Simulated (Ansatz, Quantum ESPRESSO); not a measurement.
# 1T-SnSe2, 3 layers, AA stacking: the dipole at a withheld member of a series

How the rows were computed: Quantum ESPRESSO 7.5, PBE, GBRV ultrasoft. Cell and atoms are relaxed without a field with a D3(BJ) correction and then held. Sawtooth field with dipole correction, 17 Å of vacuum in the starting cell, Fermi-Dirac smearing of 0.002 Ry; bands along a path at each field. The series steps the field along the normal.

| field along the normal | dipole (e Å) |
| --- | --- |
| 0 V/Å | 0.000 |
| 0.05 V/Å | 0.057 |
| 0.1 V/Å | 0.115 |
| 0.2 V/Å | 0.229 |
| 0.3 V/Å | 0.344 |

**Question.** What is the dipole at 0.4 V/Å?

**Fit.** The rows at 0.2 V/Å and 0.3 V/Å give a slope of (0.344 − (0.229))/(0.3 − (0.2)) = 1.15, so a straight line gives 0.459 e Å. A parabola through these and the row at 0.1 V/Å gives 0.460 e Å.

**Check.** 0.459 e Å. The line misses by 0.000 and the parabola by +0.001 e Å. Both misses are under 5 % of the step from the nearer row.

**Limits.** Ions are held; semilocal gaps are too small; in strong fields empty levels can belong to the vacuum; one stacking. Members without a usable value, or on the other side of zero field or charge, are not listed.
